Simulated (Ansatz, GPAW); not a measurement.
# Cutoff, mesh and smearing for a 8-layer slab of Ta(100)

Wanted: a convergence study on the slab a 8-layer slab of Ta(100).

Calculated with GPAW 26.7.0 and Ansatz 0.2.0; Ansatz plane waves; slab in vacuum with a dipole correction, relaxation, in the first sound run; inputs show where later runs differ.

## 1. The starting structure

The cell holds 8 atoms: 8 Ta. Its edges and angles: a = 3.310 Å, b = 3.310 Å, c = 25.585 Å, α = 90.0°, β = 90.0°, γ = 90.0°. Vacuum lies along c.

## 2. Relaxation

Forces are removed first; all later runs use this geometry. The lowest 4 atoms are held at bulk positions and keep their forces.

input.yaml

```yaml
crystal:
  lattice:
    - [3.31, 0.0, 0.0]
    - [0.0, 3.31, 0.0]
    - [0.0, 0.0, 25.585]
  atoms:
    - { symbol: Ta, position: [0.5, 0.5, 0.2735978112] }
    - { symbol: Ta, position: [0.0, 0.0, 0.3382841509] }
    - { symbol: Ta, position: [0.5, 0.5, 0.4029704905] }
    - { symbol: Ta, position: [0.0, 0.0, 0.4676568302] }
    - { symbol: Ta, position: [0.5, 0.5, 0.5323431698] }
    - { symbol: Ta, position: [0.0, 0.0, 0.5970295095] }
    - { symbol: Ta, position: [0.5, 0.5, 0.6617158491] }
    - { symbol: Ta, position: [0.0, 0.0, 0.7264021888] }
kpoints:
  mp_grid: { grid: [10, 10, 1] }
hamiltonian:
  xc: pbe
scf:
  occupations: { method: fermi_dirac, width: 0.1 }
efield:
  axis: 3
  dipole_correction: true
  ramp_width: 0.05
relax:
  f_tol: 0.02
  max_steps: 60
  constraints: [{ sites: [0, 1, 2, 3] }]
output:
  write_potential: true
  write_density: true
  volumetric_format: npy
```

Run with:

```sh
$ ansatz run input.yaml --threads 2 --pin off --max-ram 4096MiB --backend cpu --events-out ev --progress --plain --runs-dir out
```

Numbers of over 12 decimals in the logs are rounded to 6 here.

Output:

```text
Engine: ansatz 0.2.0, x86_64-unknown-linux-gnu
Pseudopotentials: kind: paw
Pseudopotential: Ta, paw, valence charge 13, recommended cutoff 420 eV (normal), Ta.paw.azcp
Functional definition: PBE
  parameter kappa = 0.804
  parameter beta = 0.066725
  exchange = pbe_x(kappa = kappa, mu = beta*pi^2/3)
  correlation = pbe_c(beta = beta)
Crystal: 8 atoms, lattice volume = 280.312 Å³
Basis set: ecut = 420 eV, 5549 PW (Γ), exchange–correlation on 48×48×360 points (8 copies of the dense FFT grid, shifted against one another)
Bands: 63, of which v1, the nominal top of the filled ones, is band 52 counted from 1 (51 counted from 0)
Symmetry: 8 space group operations
k-points: 21 of 100
Non-local potential: Ta, projectors of the file, l = 0: 3, l = 1: 2, l = 2: 2, l = 3: 1
PAW form: soft (Blöchl's): semilocal exchange-correlation on the pseudo side does not see the compensation charge
PAW one-centre angular grid: Ta, 590 points (default); XC on 64 Gauss nodes
Initial density: superposition of atomic densities (neutral atoms: chi_scale 0, normalization atom), corrected by the library's trained network
Initial wavefunctions: pseudopotential atomic-orbital guess
Functional: x = pbe(κ = 0.804, μ = 0.219515), c = pbe(β = 0.066725)
SCF iter   1: F=—  HF=-79454.624552 eV  |F-HF|=—  |Δ(HF+E_count)|=         —  Δρ=1.03e-2  dr2=9.49e0  ethr=1.77e-3  p=0.000 e·Å  D=1.82e-13 V/Å  ΔV_dip=-0.00 eV  dr2_dipole=1.90e-9  V_vac-E_F(+/−)=4.32/4.31 eV  ⟨swp⟩=8.4  Hψ=6142  notcnv=0
efield: sawtooth ramp at fractional position 0.9750 (placed from the atoms, in the widest stretch of the axis that holds none; the zero of the levels goes with the place), width 0.0500; the density the first Hamiltonian is built on has a dipole p = 0.000 e·Å; the dipole correction subtracts the counter field D = 1.82e-13 V/Å, which shifts the + side's vacuum level by -0.00 eV against the − side's; the planar-averaged density in the ramp window peaks in size at 8.6e-5 e/Å³
preconditioner: auto → LDOS  [metal: Δε(μ)=0.022 eV  Ē_g=3.707 eV  σ=0.100 eV  W_gap=0.05  n_scr=62 (ndim 8)  ℏωp=14.0 eV  f_vac=0.406  D(μ)=7.86/eV (n_scr^D=54)  β→1.0]
SCF iter   2: F=—  HF=-79454.486200 eV  |F-HF|=—  |Δ(HF+E_count)|=   1.38e-1  Δρ=5.98e-3  dr2=1.80e0  ethr=1.77e-3  p=0.000 e·Å  D=2.63e-5 V/Å  ΔV_dip=-0.00 eV  dr2_dipole=1.43e-6  V_vac-E_F(+/−)=3.82/3.82 eV  ⟨swp⟩=3.8  Hψ=1983  notcnv=0
SCF iter   3: F=—  HF=-79454.436516 eV  |F-HF|=—  |Δ(HF+E_count)|=   4.97e-2  Δρ=9.00e-4  dr2=3.44e-2  ethr=1.73e-3  p=0.000 e·Å  D=3.00e-6 V/Å  ΔV_dip=-0.00 eV  dr2_dipole=7.47e-8  V_vac-E_F(+/−)=3.99/3.99 eV  ⟨swp⟩=1.6  Hψ=1428  notcnv=0
SCF iter   4: F=—  HF=-79454.437966 eV  |F-HF|=—  |Δ(HF+E_count)|=   1.45e-3  Δρ=2.65e-4  dr2=6.72e-4  ethr=3.31e-5  p=0.000 e·Å  D=3.04e-6 V/Å  ΔV_dip=-0.00 eV  dr2_dipole=9.25e-9  V_vac-E_F(+/−)=3.98/3.98 eV  ⟨swp⟩=1.8  Hψ=1582  notcnv=0
SCF iter   5: F=—  HF=-79454.438112 eV  |F-HF|=—  |Δ(HF+E_count)|=   1.45e-4  Δρ=1.09e-4  dr2=2.10e-4  ethr=6.46e-7  p=-0.000 e·Å  D=-2.23e-7 V/Å  ΔV_dip=0.00 eV  dr2_dipole=1.41e-9  V_vac-E_F(+/−)=3.98/3.98 eV  ⟨swp⟩=2.9  Hψ=1985  notcnv=0
SCF iter   6: F=—  HF=-79454.438120 eV  |F-HF|=—  |Δ(HF+E_count)|=   8.09e-6  Δρ=4.04e-5  dr2=5.72e-5  ethr=2.02e-7  p=0.000 e·Å  D=7.03e-7 V/Å  ΔV_dip=-0.00 eV  dr2_dipole=4.85e-10  V_vac-E_F(+/−)=3.99/3.99 eV  ⟨swp⟩=2.0  Hψ=1636  notcnv=0
SCF iter   7: F=-79454.438119 eV  HF=-79454.438119 eV  |F-HF|=6.19e-7  |Δ(HF+E_count)|=   4.72e-7  Δρ=7.71e-6  dr2=1.04e-6  ethr=9.62e-9  p=0.000 e·Å  D=9.00e-8 V/Å  ΔV_dip=-0.00 eV  dr2_dipole=6.50e-12  V_vac-E_F(+/−)=3.99/3.99 eV  ⟨swp⟩=12.4  Hψ=12366  notcnv=0
WARN: efield: at this solve's end the planar-averaged density reaches 1.00e-5 e/Å³ inside the ramp window [0.9359, 0.0641] (bound 1e-5 e/Å³), and -1.52e-6 e/Å³ on another of its planes; the window's nearer edge stands 5.36 Å from this solve's nearest atom along the axis. Its work functions, free energy, forces, stress, dipole, levels and responses can be off, and this figure does not tell by how much. A short vacuum, a low `basis.ecutwfc` or `basis.ecutrho_ratio` and negative occupations (`scf.occupations.method`) can put density there. See the manual's quickstart, § The vacuum guard
SCF 1 converged in 7 iterations: F = -79454.438119 eV  dr2 = 1.04e-6
  greatest PAW one-centre occupation: 0.999 electrons in one spin orbital (limit 2), on the Ta atom at site 4 (counted from 0), in its partial waves of l = 0
relax step   1: F+E_penalty+E_count = -79454.43811868 eV  Δ(F+E_penalty+E_count) = +0.000e0 eV  max|allowed force component| = 1.263e0 eV/Å  Δτ_max = 0.0000 Å  (7 SCF iters, dr2 threshold 1.00e-5 eV, accepted)
Initial density: handed on by an earlier stage of this run
Initial wavefunctions: those handed on with the density
SCF iter   1: F=—  HF=-79454.866754 eV  |F-HF|=—  |Δ(HF+E_count)|=         —  Δρ=1.74e-2  dr2=8.98e0  ethr=3.10e-3  p=-0.000 e·Å  D=-2.79e-7 V/Å  ΔV_dip=0.00 eV  dr2_dipole=1.45e0  V_vac-E_F(+/−)=4.01/4.01 eV  ⟨swp⟩=6.6  Hψ=3543  notcnv=0
efield: sawtooth ramp at fractional position 0.9750 (handed on by an earlier solve), width 0.0500; the density the first Hamiltonian is built on has a dipole p = -0.000 e·Å; the dipole correction subtracts the counter field D = -2.79e-7 V/Å, which shifts the + side's vacuum level by +0.00 eV against the − side's; the planar-averaged density in the ramp window peaks in size at 1.4e-5 e/Å³
preconditioner: auto → LDOS  [metal: Δε(μ)=0.021 eV  Ē_g=3.738 eV  σ=0.100 eV  W_gap=0.05  n_scr=62 (ndim 8)  ℏωp=14.0 eV  f_vac=0.409  D(μ)=8.33/eV (n_scr^D=62)  β→1.0]
SCF iter   2: F=—  HF=-79454.476436 eV  |F-HF|=—  |Δ(HF+E_count)|=   3.90e-1  Δρ=6.62e-3  dr2=3.21e-1  ethr=3.10e-3  p=0.013 e·Å  D=8.37e-3 V/Å  ΔV_dip=-0.21 eV  dr2_dipole=2.67e-3  V_vac-E_F(+/−)=3.77/3.99 eV  ⟨swp⟩=3.9  Hψ=2211  notcnv=0
SCF iter   3: F=—  HF=-79454.445542 eV  |F-HF|=—  |Δ(HF+E_count)|=   3.09e-2  Δρ=2.31e-3  dr2=6.55e-2  ethr=3.08e-4  p=0.010 e·Å  D=6.35e-3 V/Å  ΔV_dip=-0.16 eV  dr2_dipole=1.94e-3  V_vac-E_F(+/−)=3.83/3.99 eV  ⟨swp⟩=3.1  Hψ=2557  notcnv=0
SCF iter   4: F=—  HF=-79454.437434 eV  |F-HF|=—  |Δ(HF+E_count)|=   8.11e-3  Δρ=4.40e-4  dr2=3.47e-3  ethr=6.30e-5  p=0.015 e·Å  D=9.42e-3 V/Å  ΔV_dip=-0.24 eV  dr2_dipole=5.08e-4  V_vac-E_F(+/−)=3.75/3.99 eV  ⟨swp⟩=2.0  Hψ=2125  notcnv=0
SCF iter   5: F=—  HF=-79454.437270 eV  |F-HF|=—  |Δ(HF+E_count)|=   1.64e-4  Δρ=1.07e-4  dr2=1.80e-4  ethr=3.34e-6  p=0.016 e·Å  D=1.06e-2 V/Å  ΔV_dip=-0.27 eV  dr2_dipole=1.40e-4  V_vac-E_F(+/−)=3.72/3.99 eV  ⟨swp⟩=2.0  Hψ=1665  notcnv=0
[...]
SCF iter   9: F=-79454.573090 eV  HF=-79454.573090 eV  |F-HF|=1.16e-9  |Δ(HF+E_count)|=   1.13e-8  Δρ=1.05e-6  dr2=8.73e-9  ethr=9.62e-11  p=0.009 e·Å  D=5.78e-3 V/Å  ΔV_dip=-0.15 eV  dr2_dipole=7.61e-10  V_vac-E_F(+/−)=3.84/3.99 eV  ⟨swp⟩=11.1  Hψ=9880  notcnv=0
WARN: efield: at this solve's end the planar-averaged density reaches 1.04e-5 e/Å³ inside the ramp window [0.9359, 0.0641] (bound 1e-5 e/Å³), and -1.23e-6 e/Å³ on another of its planes; the window's nearer edge stands 5.36 Å from this solve's nearest atom along the axis. Its work functions, free energy, forces, stress, dipole, levels and responses can be off, and this figure does not tell by how much. A short vacuum, a low `basis.ecutwfc` or `basis.ecutrho_ratio` and negative occupations (`scf.occupations.method`) can put density there. See the manual's quickstart, § The vacuum guard
SCF 3 converged in 9 iterations: F = -79454.573090 eV  dr2 = 8.73e-9
relax step   3: F+E_penalty+E_count = -79454.57308951 eV  Δ(F+E_penalty+E_count) = -1.350e-1 eV  max|allowed force component| = 3.376e-1 eV/Å  Δτ_max = 0.0982 Å  (9 SCF iters, accepted)
[...]
relax step   4: F+E_penalty+E_count = -79454.57820174 eV  Δ(F+E_penalty+E_count) = -5.112e-3 eV  max|allowed force component| = 1.705e-1 eV/Å  Δτ_max = 0.0936 Å  (6 SCF iters, dr2 threshold 7.12e-6 eV, accepted)
[...]
relax step   5: F+E_penalty+E_count = -79454.58108629 eV  Δ(F+E_penalty+E_count) = -2.885e-3 eV  max|allowed force component| = 4.300e-3 eV/Å  Δτ_max = 0.0402 Å  (6 SCF iters, dr2 threshold 2.08e-6 eV, accepted)
iter 1 solved again at ethr=8.34e-10 eV; its pass at ethr=3.10e-3 eV (dr2=8.67e-7 eV) is discarded
SCF iter   1: F=—  HF=-79454.581093 eV  |F-HF|=—  |Δ(HF+E_count)|=         —  Δρ=6.36e-6  dr2=8.68e-7  ethr=8.34e-10  p=0.011 e·Å  D=7.31e-3 V/Å  ΔV_dip=-0.19 eV  dr2_dipole=7.27e-7  V_vac-E_F(+/−)=3.81/3.99 eV  ⟨swp⟩=1.0  Hψ=3235  notcnv=0
efield: sawtooth ramp at fractional position 0.9750 (handed on by an earlier solve), width 0.0500; the density the first Hamiltonian is built on has a dipole p = 0.011 e·Å; the dipole correction subtracts the counter field D = 7.31e-3 V/Å, which shifts the + side's vacuum level by -0.19 eV against the − side's; the planar-averaged density in the ramp window peaks in size at 1.1e-5 e/Å³
preconditioner: auto → LDOS  [metal: Δε(μ)=0.013 eV  Ē_g=3.686 eV  σ=0.100 eV  W_gap=0.03  n_scr=62 (ndim 8)  ℏωp=14.0 eV  f_vac=0.408  D(μ)=7.99/eV (n_scr^D=62)  β→1.0]
SCF iter   2: F=—  HF=-79454.581088 eV  |F-HF|=—  |Δ(HF+E_count)|=   5.43e-6  Δρ=3.54e-6  dr2=1.38e-7  ethr=8.34e-10  p=0.011 e·Å  D=7.34e-3 V/Å  ΔV_dip=-0.19 eV  dr2_dipole=1.87e-9  V_vac-E_F(+/−)=3.80/3.99 eV  ⟨swp⟩=2.2  Hψ=1782  notcnv=0
SCF iter   3: F=—  HF=-79454.581088 eV  |F-HF|=—  |Δ(HF+E_count)|=   2.63e-9  Δρ=2.34e-6  dr2=1.12e-7  ethr=9.62e-11  p=0.011 e·Å  D=7.35e-3 V/Å  ΔV_dip=-0.19 eV  dr2_dipole=5.01e-8  V_vac-E_F(+/−)=3.80/3.99 eV  ⟨swp⟩=11.5  Hψ=10201  notcnv=0
SCF iter   4: F=-79454.581088 eV  HF=-79454.581088 eV  |F-HF|=1.41e-9  |Δ(HF+E_count)|=   5.11e-9  Δρ=2.46e-7  dr2=1.17e-9  ethr=9.62e-11  p=0.011 e·Å  D=7.36e-3 V/Å  ΔV_dip=-0.19 eV  dr2_dipole=2.42e-10  V_vac-E_F(+/−)=3.80/3.99 eV  ⟨swp⟩=11.0  Hψ=9512  notcnv=0
WARN: efield: at this solve's end the planar-averaged density reaches 1.13e-5 e/Å³ inside the ramp window [0.9359, 0.0641] (bound 1e-5 e/Å³); the window's nearer edge stands 5.36 Å from this solve's nearest atom along the axis. Its work functions, free energy, forces, stress, dipole, levels and responses can be off, and this figure does not tell by how much. A short vacuum, a low `basis.ecutwfc` or `basis.ecutrho_ratio` and negative occupations (`scf.occupations.method`) can put density there. See the manual's quickstart, § The vacuum guard
SCF 6 converged in 4 iterations: F = -79454.581088 eV  dr2 = 1.17e-9
relax step   6: F+E_penalty+E_count = -79454.58108772 eV  Δ(F+E_penalty+E_count) = -1.422e-6 eV  max|allowed force component| = 4.357e-3 eV/Å  Δτ_max = 0.0000 Å  (4 SCF iters, accepted)
NSCF: frozen V_eff on 21 k-points
the search or the solves at the SCF's close seem to have found levels that the self-consistency loop had missed (the run counts 1). By its estimate they hold 1.50e-12 electrons. The energies and the density leave them out; if the run goes on with those levels, later outputs use occupations computed again with them
WARN: The output density's exchange-correlation potential varies sharply where the density is thin. Do not read a vacuum level from v_tot or v_xc, or from such a field of the output density. On a cell that repeats whose density bears no net charge and no dipole along the vacuum's axis use v_es (v_loc + v_h of the components); under efield.dipole_correction with no amplitude use v_es + v_field, which holds any externa [...]
SCF converged after 4 iterations
Free energy (F): -79454.581088 eV
Harris-Foulkes:  -79454.581088 eV  (|F-HF|=1.41e-9)
Internal energy: -79454.309870 eV  (E = F + TS)
E sigma→0 (E₀):  -79454.445479 eV
Entropy (-TS):   -0.271218 eV (-33.902 meV/atom)
Fermi energy:    7.930116 eV
Dipole field:    D = 0.007342 V/Å  (p = 0.011373 e·Å, saw-weighted, corrected)
Work function:   Φ+ = 3.8048 eV   Φ− = 3.9926 eV
Levels:          The Fermi level and band energies are counted from a zero that moves with the ramp; work functions are not
Vacuum region:   at the solve's end the planar-averaged density reaches 1.13e-5 e/Å³ inside the ramp window [0.9359, 0.0641] (bound 1e-5 e/Å³)
--- Per-component energies (eV) ---
  E_band       = -1962.983969
  E_kinetic    = 2917.287726
  E_local      = -94580.375846  (includes V_loc(G=0)·N_el)
  E_nonlocal   = 118.370353
  E_hartree    = 46054.014464
  E_xc         = -1741.727258
  E_vxc        = -1624.394985  (∫ρ·V_xc dr)
  E_paw        = -67171.894180  (= ΣΔE_a)
  E_vpaw       = -901.913283  (= ΣTr[D̂ρ^β])
  E_aug_tail   = 0.001158  (compensation charges beyond the density's cutoff)
  E_efield     = 0.000042  (sawtooth field / dipole correction)
  E_vefield    = 0.008326  (∫n·V_field dr)
  E_ewald      = 34950.013672
  E_smearing   = -0.271218  (= −TS)
  E_closure    = -0.000000  (closes the sum)
  Σ components = -79454.581088   (vs F -79454.581088, Δ=0.00e0)
--- Forces (eV/Å), atoms counted from 1 ---
  atom   1  Ta     0.00000000     0.00000000     1.29201769
  atom   2  Ta    -0.00000000     0.00000000    -1.27826058
  atom   3  Ta     0.00000000     0.00000000    -0.36650458
  atom   4  Ta    -0.00000000     0.00000000     0.34463446
  atom   5  Ta     0.00000000     0.00000000     0.00435688
  atom   6  Ta     0.00000000     0.00000000    -0.00102781
  atom   7  Ta    -0.00000000     0.00000000     0.00362377
  atom   8  Ta     0.00000000     0.00000000     0.00118253
  max |Σ_I F_I| component: 2.24e-5 eV/Å
--- Band table (eV; the first three rows and the last of 21) ---
  k-point 0: bands = [... 48 lower, 8.4359, 8.5291, 8.5560, 8.5560, 8.6258, 8.6258, 8.8375, 8.8375, ... 7 higher]
  k-point 1: bands = [... 48 lower, 8.1707, 8.2076, 8.2268, 8.4329, 8.4839, 8.6480, 8.7418, 8.8884, ... 7 higher]
  k-point 2: bands = [... 48 lower, 7.6997, 7.7324, 7.8773, 8.0725, 8.4081, 8.4196, 8.6351, 8.9740, ... 7 higher]
  k-point 20: bands = [... 48 lower, 7.0044, 7.0044, 7.7574, 7.7574, 8.7598, 8.7598, 10.1071, 10.1071, ... 7 higher]
--- Relaxed structure (6 steps of the walk, 5 accepted, 0 SCFs on fresh bases) ---
  F+E_penalty+E_count = -79454.58108772 eV   max|allowed force component| = 4.357e-3 eV/Å
  atoms:
    - { symbol: Ta, position: [0.5, 0.5, 0.2735978112] }
    - { symbol: Ta, position: [0.0, 0.0, 0.338284] }
    - { symbol: Ta, position: [0.5, 0.5, 0.4029704905] }
    - { symbol: Ta, position: [0.0, 0.0, 0.4676568302] }
    - { symbol: Ta, position: [0.5, 0.5, 0.531763] }
    - { symbol: Ta, position: [0, 0.0, 0.598395] }
    - { symbol: Ta, position: [0.5, 0.5, 0.663483] }
    - { symbol: Ta, position: [0, 0.0, 0.720475] }
```

Wall time 2 min (2 threads of Intel Xeon at 2.70GHz, shared host); peak memory 0.68 GiB; 3.9 min of CPU time.

Relaxation path:

```tsv
step	energy less that of the first step (eV)	largest force component (eV/Å)
1	0.0000	1.2634
2	0.0009	1.6862
3	-0.1350	0.3376
4	-0.1401	0.1705
5	-0.1430	0.0043
6	-0.1430	0.0044
```

Relaxation step 2 was tried and not accepted.

The run keeps the 8 symmetry operations that it works with, so distortions that break them were not tested.

The atoms that moved most (Å):

```tsv
atom	dx	dy	dz	length
Ta8	0.000	0.000	-0.152	0.152
Ta7	0.000	0.000	0.045	0.045
Ta6	0.000	0.000	0.035	0.035
Ta5	0.000	0.000	-0.015	0.015
```

Final coordinates:

```cif
data_structure
_symmetry_space_group_name_H-M 'P 1'
_symmetry_Int_Tables_number 1
_cell_length_a 3.3100
_cell_length_b 3.3100
_cell_length_c 25.5850
_cell_angle_alpha 90.000
_cell_angle_beta 90.000
_cell_angle_gamma 90.000
_cell_volume 280.31
loop_
_atom_site_label
_atom_site_type_symbol
_atom_site_fract_x
_atom_site_fract_y
_atom_site_fract_z
_atom_site_occupancy
Ta1 Ta 0.50000 0.50000 0.27360 1
Ta2 Ta 0.00000 0.00000 0.33828 1
Ta3 Ta 0.50000 0.50000 0.40297 1
Ta4 Ta 0.00000 0.00000 0.46766 1
Ta5 Ta 0.50000 0.50000 0.53176 1
Ta6 Ta 0.00000 0.00000 0.59839 1
Ta7 Ta 0.50000 0.50000 0.66348 1
Ta8 Ta 0.00000 0.00000 0.72047 1
```

Numbers from this step:

| Property | Result |
| --- | --- |
| free energy | -79454.5811 eV |
| smearing term TS | 0.2712 eV |
| symmetry operations | 8 |
| upper work function | 3.805 eV |
| lower work function | 3.993 eV |
| dipole along the normal | 0.01137 e·Å |
| dipole field | 0.007342 V/Å |
| vacuum level above | 11.73 eV |
| vacuum level below | 11.92 eV |

The electrostatic potential energy of an electron (with the applied field's), less the Fermi level, planar mean oscillates, so the rows of the table below give means over windows of 1.71 Å about each position, cut where the curve ends. Its maxima inside the range that stand out by 2 % of the span (Å: eV): 7.8: -7.18, 9.5: -7.17, 11.1: -7.11, 12.8: -7.21, 14.5: -6.47, 16.2: -7.07, 17.6: -10.0. Its minima: 7.0: -13.6, 8.7: -13.2, 10.4: -13.1, 11.9: -13.0, 13.6: -13.0, 15.4: -13.2, 17.1: -13.3, 18.3: -13.7.

Electrostatic potential energy of an electron (with the applied field's), less the Fermi level, planar mean against z; means over each step:

z (Å), electrostatic potential energy of an electron (with the applied field's), less the Fermi level, planar mean (eV) and a bar from the least value:
```
     0.85        4.0 ##############################
     2.56        4.0 ##############################
     4.28        3.8 ##############################
     5.98       -2.5 ##################
     7.70      -10.3 ###
     9.41      -10.2 ###
    11.12      -10.1 ###
    12.82      -10.2 ###
    14.54       -9.7 ####
    16.25      -10.1 ###
    17.96      -11.8 
    19.66       -0.6 #####################
    21.38        3.7 #############################
    23.09        3.8 ##############################
    24.79        3.8 ##############################
```

The valence density, planar mean by z:

z (Å), valence density, planar mean (e/Å³) and a bar:
```
      2.5      0.000 
      3.0      0.000 
      3.5      0.001 
      4.0      0.002 
      4.5      0.005 
      5.0      0.015 
      5.5      0.039 #
      6.0      0.122 ####
      6.5      0.565 ##################
      7.0      0.894 #############################
      7.5      0.656 #####################
      8.0      0.536 #################
      8.5      0.899 #############################
      9.0      0.800 ##########################
      9.5      0.452 ##############
     10.0      0.829 ###########################
     10.5      0.890 ############################
     11.0      0.501 ################
     11.5      0.703 ######################
     12.0      0.918 #############################
     12.5      0.634 ####################
     13.0      0.570 ##################
     13.5      0.911 #############################
     14.0      0.757 ########################
     14.5      0.415 #############
     15.0      0.820 ##########################
     15.5      0.887 ############################
     16.0      0.494 ################
     16.5      0.697 ######################
     17.0      0.937 ##############################
     17.5      0.717 #######################
     18.0      0.765 ########################
     18.5      0.906 #############################
     19.0      0.489 ################
     19.5      0.101 ###
     20.0      0.033 #
     20.5      0.012 
     21.0      0.004 
     21.5      0.001 
     22.0      0.001 
     22.5      0.000 
     23.0      0.000
```

The relaxation lowered the energy of the cell by 0.143 eV.

[end of part 1 of 3]

[Logs are printed without paths, hosts, clocks, repeated set-up lines and the standing remarks that a program may print on its own settings, such as how far it seeks lower states.]

[Hosts, paths, dates, database ids (printed as entryN), source tags and the programs' standing remarks are cut or masked in the printed files.]
